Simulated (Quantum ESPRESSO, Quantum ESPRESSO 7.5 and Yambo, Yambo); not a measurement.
# Quasiparticle gap of SrTiO3 (Tausonite) in Yambo

Wanted: ground state, empty states, screening and self-energy for SrTiO3 (Tausonite).

Calculated with Quantum ESPRESSO 7.5 and Yambo 5.3.0; PBE and many-body steps on it, plane waves.

**Experimental background.**

- Gap 3.77 eV: direct gap (M0 critical point); spectroscopic ellipsometry, second-derivative fit; 300 K; bulk crystal (commercial single crystal) (“Optical probe of ferroelectric order in bulk and thin film perovskite titanates”, 2013, arxiv:1309.1245).

## 1. Starting point

It takes space group Pm-3m (No. 221, cubic). Conventional cell: a = 3.905 Å, b = 3.905 Å, c = 3.905 Å, α = 90.00°, β = 90.00°, γ = 90.00°. Nearest to Sr lie 12 O at 2.76 Å. Ti has 6 O at 1.95 Å nearest. Nearest to O lie 2 Ti at 1.95 Å and 4 Sr at 2.76 Å. Farther neighbours and most contacts between anions are not listed.

The cell and positions come from the Crystallography Open Database and are kept as given unless a step says otherwise.

## 2. Ground state

This step: Quantum ESPRESSO 7.5; DFT, PBE, plane waves, norm-conserving pseudopotentials.

The ground-state density comes first.

Input file pw.in:

```
&control
  calculation = 'scf'
  prefix = 'x'
  outdir = 'o'
  pseudo_dir = 'pseudo'
/
&system
  ibrav = 0
  nat = 5
  ntyp = 3
  ecutwfc = 76.0
  nbnd = 26
  force_symmorphic = .true.
/
&electrons
  conv_thr = 1e-10
  electron_maxstep = 80
  mixing_beta = 0.5
/
ATOMIC_SPECIES
  Sr 87.62 Sr.upf
  Ti 47.867 Ti.upf
  O 15.999 O.upf
CELL_PARAMETERS angstrom
  3.9052800000 0.0000000000 0.0000000000
  0.0000000000 3.9052800000 0.0000000000
  0.0000000000 0.0000000000 3.9052800000
ATOMIC_POSITIONS crystal
  Sr 0.5000000000 0.5000000000 0.5000000000
  Ti 0.0000000000 0.0000000000 0.0000000000
  O 0.5000000000 0.0000000000 0.0000000000
  O 0.0000000000 0.5000000000 0.0000000000
  O 0.0000000000 0.0000000000 0.5000000000
K_POINTS automatic
  6 6 6 0 0 0
```

Launch:

```
$ OMP_NUM_THREADS=1 mpirun -n 4 pw.x -nk 4 -in pw.in > pw.out
```

The program printed:

```text
Program PWSCF v.7.5 starts

     This program is part of the open-source Quantum ESPRESSO suite
     for quantum simulation of materials; please cite
         "P. Giannozzi et al., J. Phys.:Condens. Matter 21 395502 (2009);
         "P. Giannozzi et al., J. Phys.:Condens. Matter 29 465901 (2017);
         "P. Giannozzi et al., J. Chem. Phys. 152 154105 (2020);
     in publications or presentations arising from this work. More details at
     Message from routine setup:
     using ibrav=0 with symmetry is DISCOURAGED, use correct ibrav instead

     G-vector sticks info

     bravais-lattice index     =            0
     lattice parameter (alat)  =       7.3799  a.u.
     unit-cell volume          =     401.9325 (a.u.)^3
     number of atoms/cell      =            5
     number of atomic types    =            3
     number of electrons       =        40.00
     number of Kohn-Sham states=           26
     kinetic-energy cutoff     =      76.0000  Ry
     charge density cutoff     =     304.0000  Ry
     scf convergence threshold =      1.0E-10
     mixing beta               =       0.5000
     number of iterations used =            8  plain     mixing
     Exchange-correlation= PBE
                           (   1   4   3   4   0   0   0)

     celldm(1)=   7.379910  celldm(2)=   0.000000  celldm(3)=   0.000000
     celldm(4)=   0.000000  celldm(5)=   0.000000  celldm(6)=   0.000000

     crystal axes: (cart. coord. in units of alat)
               a(1) = (   1.000000   0.000000   0.000000 )
               a(2) = (   0.000000   1.000000   0.000000 )
               a(3) = (   0.000000   0.000000   1.000000 )

     reciprocal axes: (cart. coord. in units 2 pi/alat)
               b(1) = (  1.000000  0.000000  0.000000 )
               b(2) = (  0.000000  1.000000  0.000000 )
               b(3) = (  0.000000  0.000000  1.000000 )
     Pseudo is Norm-conserving + core correction, Zval = 10.0
     Generated using ONCVPSP code by D. R. Hamann
     Using radial grid of 1834 points,  6 beta functions with:
     Pseudo is Norm-conserving + core correction, Zval = 12.0
     Generated using ONCVPSP code by D. R. Hamann
     Using radial grid of 1586 points,  6 beta functions with:
     Pseudo is Norm-conserving + core correction, Zval =  6.0
     Generated using ONCVPSP code by D. R. Hamann
     Using radial grid of  936 points,  5 beta functions with:
     Sr               10.00    87.62000     Sr( 1.00)
     Ti               12.00    47.86700     Ti( 1.00)
     O                 6.00    15.99900     O ( 1.00)

     48 Sym. Ops., with inversion, found

   Cartesian axes

     site n.     atom                  positions (alat units)
         1        Sr     tau(   1) = (   0.5000000   0.5000000   0.5000000  )
         2        Ti     tau(   2) = (   0.0000000   0.0000000   0.0000000  )
         3        O      tau(   3) = (   0.5000000   0.0000000   0.0000000  )
         4        O      tau(   4) = (   0.0000000   0.5000000   0.0000000  )
         5        O      tau(   5) = (   0.0000000   0.0000000   0.5000000  )

     number of k points=    20
                       cart. coord. in units 2pi/alat
        k(    1) = (   0.0000000   0.0000000   0.0000000), wk =   0.0092593
        k(    2) = (   0.0000000   0.0000000   0.1666667), wk =   0.0555556
        k(    3) = (   0.0000000   0.0000000   0.3333333), wk =   0.0555556
        k(    4) = (   0.0000000   0.0000000  -0.5000000), wk =   0.0277778
        k(    5) = (   0.0000000   0.1666667   0.1666667), wk =   0.1111111
        k(    6) = (   0.0000000   0.1666667   0.3333333), wk =   0.2222222
        k(    7) = (   0.0000000   0.1666667  -0.5000000), wk =   0.1111111
        k(    8) = (   0.0000000   0.3333333   0.3333333), wk =   0.1111111
        k(    9) = (   0.0000000   0.3333333  -0.5000000), wk =   0.1111111
        k(   10) = (   0.0000000  -0.5000000  -0.5000000), wk =   0.0277778
     [... 8 further rows ...]
        k(   19) = (   0.3333333  -0.5000000  -0.5000000), wk =   0.0555556
        k(   20) = (  -0.5000000  -0.5000000  -0.5000000), wk =   0.0092593

     Dense  grid:    36041 G-vectors     FFT dimensions: (  45,  45,  45)

     Initial potential from superposition of free atoms

     starting charge      39.9901, renormalised to      40.0000
     Starting wfcs are   27 randomized atomic wfcs

     per-process dynamical memory:    37.3 Mb

     Self-consistent Calculation

     iteration #  1     ecut=    76.00 Ry     beta= 0.50

     total energy              =    -286.34907618 Ry
     estimated scf accuracy    <       1.82256532 Ry

     iteration #  2     ecut=    76.00 Ry     beta= 0.50

     total energy              =    -286.17705873 Ry
     estimated scf accuracy    <       4.23967324 Ry

     iteration #  3     ecut=    76.00 Ry     beta= 0.50

     total energy              =    -287.08882050 Ry
     estimated scf accuracy    <       0.24573359 Ry

     iteration #  4     ecut=    76.00 Ry     beta= 0.50

     total energy              =    -287.05739207 Ry
     estimated scf accuracy    <       0.08460359 Ry

     iteration #  5     ecut=    76.00 Ry     beta= 0.50

     total energy              =    -287.08113355 Ry
     estimated scf accuracy    <       0.01740189 Ry

     iteration #  6     ecut=    76.00 Ry     beta= 0.50

     total energy              =    -287.08120972 Ry
     estimated scf accuracy    <       0.00230544 Ry

     iteration #  7     ecut=    76.00 Ry     beta= 0.50

     total energy              =    -287.08179541 Ry
     estimated scf accuracy    <       0.00013899 Ry

     iteration #  8     ecut=    76.00 Ry     beta= 0.50

     total energy              =    -287.08179121 Ry
     estimated scf accuracy    <       0.00003260 Ry

     iteration #  9     ecut=    76.00 Ry     beta= 0.50

     total energy              =    -287.08179759 Ry
     estimated scf accuracy    <       0.00000017 Ry

     iteration # 10     ecut=    76.00 Ry     beta= 0.50

     total energy              =    -287.08179769 Ry
     estimated scf accuracy    <       0.00000005 Ry

     iteration # 11     ecut=    76.00 Ry     beta= 0.50

     total energy              =    -287.08179770 Ry
     estimated scf accuracy    <          2.1E-09 Ry

     iteration # 12     ecut=    76.00 Ry     beta= 0.50

     total energy              =    -287.08179770 Ry
     estimated scf accuracy    <          6.0E-10 Ry

     iteration # 13     ecut=    76.00 Ry     beta= 0.50

     total energy              =    -287.08179770 Ry
     estimated scf accuracy    <          1.3E-10 Ry

     iteration # 14     ecut=    76.00 Ry     beta= 0.50

     End of self-consistent calculation

          k = 0.0000 0.0000 0.0000 (  4457 PWs)   bands (ev):

   -46.3526 -22.6721 -22.6270 -22.6270 -22.6270  -7.3121  -6.3299  -6.3299
    -4.6610  -4.6610  -4.6610   7.2355   7.2355   7.2355   8.8811   8.8811
     8.8811   9.6917   9.6917   9.6917  11.9546  11.9546  11.9546  14.4349
    14.4349  15.5056

          k = 0.0000 0.0000 0.1667 (  4525 PWs)   bands (ev):

   -46.3523 -22.7135 -22.6263 -22.6263 -22.5975  -7.3308  -6.3234  -6.3201
    -4.6493  -4.6493  -4.4854   6.8839   7.2187   7.2187   8.5465   8.5465
     8.6549   8.9454   9.5443   9.5443  11.9947  12.5241  12.5241  14.4403
    15.1720  15.9448

          k = 0.0000 0.0000 0.3333 (  4500 PWs)   bands (ev):

   -46.3515 -22.7663 -22.6248 -22.6248 -22.5679  -7.4554  -6.3002  -6.1422
    -4.6257  -4.6257  -4.1970   6.1332   7.2026   7.2026   7.9492   7.9766
     7.9766   8.2598   9.3794   9.3794  12.0782  13.4535  13.4535  14.4470
    16.2106  16.9464

          k = 0.0000 0.0000-0.5000 (  4484 PWs)   bands (ev):

     [... further k-points ...]

     highest occupied, lowest unoccupied level (ev):    10.0469   11.9546

!    total energy              =    -287.08179770 Ry
     estimated scf accuracy    <          6.0E-12 Ry

     The total energy is the sum of the following terms:
     one-electron contribution =     -75.45083833 Ry
     hartree contribution      =      60.40589909 Ry
     xc contribution           =     -59.54529961 Ry
     ewald contribution        =    -212.49155884 Ry

     convergence has been achieved in  14 iterations

     XML data file, charge density, pseudopotentials, collected wavefunctions

=------------------------------------------------------------------------------=
   JOB DONE.
=------------------------------------------------------------------------------=
```

The job ended after 15 s (4 MPI ranks of Arm Neoverse V1, shared host; peak memory 0.32 GiB).

Numbers from this step:

| Item | Value |
| --- | --- |
| total energy | -3905.9468 eV |
| gap | 1.908 eV |
| k of the valence top | -0.5, -0.5, -0.5 |
| k of the conduction bottom | 0, 0, 0 |
| least direct gap | 2.263 eV |

The gap is indirect, with the least direct gap 0.36 eV higher.

## 3. Bands along the symmetry lines

The cheap functional maps the bands first; the places of the edges decide which points the dearer methods must see.

Input file pw.in:

```
&control
  calculation = 'bands'
  prefix = 'x'
  outdir = 'o'
  pseudo_dir = 'pseudo'
/
&system
  ibrav = 0
  nat = 5
  ntyp = 3
  ecutwfc = 76.0
  nbnd = 26
  force_symmorphic = .true.
/
&electrons
  conv_thr = 1e-9
  electron_maxstep = 80
  diago_full_acc = .true.
  diago_thr_init = 5e-6
/
ATOMIC_SPECIES
  Sr 87.62 Sr.upf
  Ti 47.867 Ti.upf
  O 15.999 O.upf
CELL_PARAMETERS angstrom
  3.9052800000 0.0000000000 0.0000000000
  0.0000000000 3.9052800000 0.0000000000
  0.0000000000 0.0000000000 3.9052800000
ATOMIC_POSITIONS crystal
  Sr 0.5000000000 0.5000000000 0.5000000000
  Ti 0.0000000000 0.0000000000 0.0000000000
  O 0.5000000000 0.0000000000 0.0000000000
  O 0.0000000000 0.5000000000 0.0000000000
  O 0.0000000000 0.0000000000 0.5000000000
K_POINTS crystal
  50
  0.00000000 0.00000000 0.00000000 1
  0.00000000 0.06250000 0.00000000 1
  0.00000000 0.12500000 0.00000000 1
  0.00000000 0.18750000 0.00000000 1
  0.00000000 0.25000000 0.00000000 1
  0.00000000 0.31250000 0.00000000 1
  0.00000000 0.37500000 0.00000000 1
  0.00000000 0.43750000 0.00000000 1
  0.00000000 0.50000000 0.00000000 1
  0.06250000 0.50000000 0.00000000 1
  0.12500000 0.50000000 0.00000000 1
  0.18750000 0.50000000 0.00000000 1
  0.25000000 0.50000000 0.00000000 1
  0.31250000 0.50000000 0.00000000 1
  0.37500000 0.50000000 0.00000000 1
  0.43750000 0.50000000 0.00000000 1
  0.50000000 0.50000000 0.00000000 1
  0.43750000 0.43750000 0.00000000 1
  0.37500000 0.37500000 0.00000000 1
  0.31250000 0.31250000 0.00000000 1
  0.25000000 0.25000000 0.00000000 1
  0.18750000 0.18750000 0.00000000 1
  0.12500000 0.12500000 0.00000000 1
  0.06250000 0.06250000 0.00000000 1
  0.00000000 0.00000000 0.00000000 1
  0.06250000 0.06250000 0.06250000 1
  0.12500000 0.12500000 0.12500000 1
  0.18750000 0.18750000 0.18750000 1
  0.25000000 0.25000000 0.25000000 1
  0.31250000 0.31250000 0.31250000 1
  0.37500000 0.37500000 0.37500000 1
  0.43750000 0.43750000 0.43750000 1
  0.50000000 0.50000000 0.50000000 1
  0.43750000 0.50000000 0.43750000 1
  0.37500000 0.50000000 0.37500000 1
  0.31250000 0.50000000 0.31250000 1
  0.25000000 0.50000000 0.25000000 1
  0.18750000 0.50000000 0.18750000 1
  0.12500000 0.50000000 0.12500000 1
  0.06250000 0.50000000 0.06250000 1
  0.00000000 0.50000000 0.00000000 1
  0.50000000 0.50000000 0.50000000 1
  0.50000000 0.50000000 0.43750000 1
  0.50000000 0.50000000 0.37500000 1
  0.50000000 0.50000000 0.31250000 1
  0.50000000 0.50000000 0.25000000 1
  0.50000000 0.50000000 0.18750000 1
  0.50000000 0.50000000 0.12500000 1
  0.50000000 0.50000000 0.06250000 1
  0.50000000 0.50000000 0.00000000 1
```

The program printed:

```text
[banner, memory and clock lines left out]
Program PWSCF v.7.5 starts

     Atomic positions and unit cell read from directory:
     o/x.save/

     Message from routine setup:
     using ibrav=0 with symmetry is DISCOURAGED, use correct ibrav instead

     G-vector sticks info

     bravais-lattice index     =            0
     lattice parameter (alat)  =       7.3799  a.u.
     unit-cell volume          =     401.9325 (a.u.)^3
     number of atoms/cell      =            5
     number of atomic types    =            3
     number of electrons       =        40.00
     number of Kohn-Sham states=           26
     kinetic-energy cutoff     =      76.0000  Ry
     charge density cutoff     =     304.0000  Ry
     Exchange-correlation= PBE
                           (   1   4   3   4   0   0   0)

     celldm(1)=   7.379910  celldm(2)=   0.000000  celldm(3)=   0.000000
     celldm(4)=   0.000000  celldm(5)=   0.000000  celldm(6)=   0.000000

     crystal axes: (cart. coord. in units of alat)
               a(1) = (   1.000000   0.000000   0.000000 )
               a(2) = (   0.000000   1.000000   0.000000 )
               a(3) = (   0.000000   0.000000   1.000000 )

     reciprocal axes: (cart. coord. in units 2 pi/alat)
               b(1) = (  1.000000  0.000000  0.000000 )
               b(2) = (  0.000000  1.000000  0.000000 )
               b(3) = (  0.000000  0.000000  1.000000 )
     Pseudo is Norm-conserving + core correction, Zval = 10.0
     Generated using ONCVPSP code by D. R. Hamann
     Using radial grid of 1834 points,  6 beta functions with:
     Pseudo is Norm-conserving + core correction, Zval = 12.0
     Generated using ONCVPSP code by D. R. Hamann
     Using radial grid of 1586 points,  6 beta functions with:
     Pseudo is Norm-conserving + core correction, Zval =  6.0
     Generated using ONCVPSP code by D. R. Hamann
     Using radial grid of  936 points,  5 beta functions with:
     Sr               10.00    87.62000     Sr( 1.00)
     Ti               12.00    47.86700     Ti( 1.00)
     O                 6.00    15.99900     O ( 1.00)

     48 Sym. Ops., with inversion, found

   Cartesian axes

     site n.     atom                  positions (alat units)
         1        Sr     tau(   1) = (   0.5000000   0.5000000   0.5000000  )
         2        Ti     tau(   2) = (   0.0000000   0.0000000   0.0000000  )
         3        O      tau(   3) = (   0.5000000   0.0000000   0.0000000  )
         4        O      tau(   4) = (   0.0000000   0.5000000   0.0000000  )
         5        O      tau(   5) = (   0.0000000   0.0000000   0.5000000  )

     number of k points=    50
                       cart. coord. in units 2pi/alat
        k(    1) = (   0.0000000   0.0000000   0.0000000), wk =   0.0400000
        k(    2) = (   0.0000000   0.0625000   0.0000000), wk =   0.0400000
        k(    3) = (   0.0000000   0.1250000   0.0000000), wk =   0.0400000
[...]
[... 38 further rows ...]
        k(   49) = (   0.5000000   0.5000000   0.0625000), wk =   0.0400000
        k(   50) = (   0.5000000   0.5000000   0.0000000), wk =   0.0400000

     Dense  grid:    36041 G-vectors     FFT dimensions: (  45,  45,  45)

     The potential is recalculated from file :
     o/x.save/charge-density

     Starting wfcs are   27 randomized atomic wfcs

     Band Structure Calculation

     End of band structure calculation

          k = 0.0000 0.0000 0.0000 (  4457 PWs)   bands (ev):

   -46.3527 -22.6721 -22.6271 -22.6271 -22.6271  -7.3121  -6.3299  -6.3299
    -4.6610  -4.6610  -4.6610   7.2355   7.2355   7.2355   8.8811   8.8811
     8.8811   9.6918   9.6918   9.6918  11.9546  11.9546  11.9546  14.4348
    14.4349  15.5056

          k = 0.0000 0.0625 0.0000 (  4485 PWs)   bands (ev):

[...]
14.5651  15.5703

          k = 0.0000 0.1250 0.0000 (  4509 PWs)   bands (ev):

[...]
14.8962  15.7606

[...]
k = 0.5000 0.5000 0.0625 (  4496 PWs)   bands (ev):

[...]
17.9539  18.3910

          k = 0.5000 0.5000 0.0000 (  4500 PWs)   bands (ev):

[...]
-4.5566  -4.2411  -4.2411   5.4282   5.5333   5.8694   7.2143   7.2143
     8.3223   8.4929   8.4929   9.9609  13.8855  13.8855  14.3484  15.4144
    17.9846  18.3561

     XML data file, pseudopotentials, collected wavefunctions
```

Wall time 10 s (4 MPI ranks); peak memory 0.26 GiB; 41 s of CPU time.

Numbers from this step:

| Quantity | Value |
| --- | --- |
| gap | 1.908 eV |
| k of the valence top | 0.5, 0.5, 0.5 |
| k of the conduction bottom | 0, 0, 0 |
| least direct gap | 2.263 eV |

The gap is 1.908 eV, as in the run before at this level.

Electronic bands along the path, in eV, zero at the top of the highest filled band:

| point | band 17 | band 18 | band 19 | band 20 | band 21 | band 22 | band 23 | band 24 |
| --- | --- | --- | --- | --- | --- | --- | --- | --- |
| Γ | -1.17 | -0.36 | -0.36 | -0.36 | 1.91 | 1.91 | 1.91 | 4.39 |
| halfway | -1.66 | -1.60 | -0.60 | -0.60 | 1.99 | 2.96 | 2.96 | 4.40 |
| X | -2.34 | -1.96 | -0.73 | -0.73 | 2.07 | 3.83 | 3.83 | 4.40 |
| halfway | -1.86 | -1.45 | -1.32 | -0.63 | 3.03 | 3.83 | 3.96 | 5.14 |
| M | -1.72 | -1.55 | -1.55 | -0.09 | 3.84 | 3.84 | 4.30 | 5.37 |
| halfway | -1.69 | -1.35 | -1.06 | -0.73 | 2.92 | 3.06 | 3.34 | 5.02 |
| Γ | -1.17 | -0.36 | -0.36 | -0.36 | 1.91 | 1.91 | 1.91 | 4.39 |
| halfway | -2.78 | -0.92 | -0.92 | -0.62 | 3.40 | 3.45 | 3.45 | 6.54 |
| R | -3.71 | 0.00 | 0.00 | 0.00 | 4.52 | 4.52 | 4.52 | 7.00 |
| halfway | -2.71 | -0.94 | -0.80 | -0.52 | 3.53 | 4.03 | 4.05 | 6.50 |
| X | -2.34 | -1.96 | -0.73 | -0.73 | 2.07 | 3.83 | 3.83 | 4.40 |
| jump to R | -3.71 | 0.00 | 0.00 | 0.00 | 4.52 | 4.52 | 4.52 | 7.00 |
| halfway | -3.15 | -0.66 | -0.66 | -0.04 | 4.12 | 4.12 | 4.41 | 6.82 |
| M | -1.72 | -1.55 | -1.55 | -0.09 | 3.84 | 3.84 | 4.30 | 5.37 |

(Continued in part 2 of 3.)

[Paths, hosts, dates, memory and timing lines, banners, echoed tables and standing remarks are left out of the program output.]

[Logs are printed without paths, hosts, clocks, repeated set-up lines and the standing remarks that a program may print on its own settings, such as how far it seeks lower states.]

[Runs of the session that timed out or met a known fault of the program may be left out.]

[Hosts, paths, dates, database ids (printed as entryN), source tags and the programs' standing remarks are cut or masked in the printed files.]
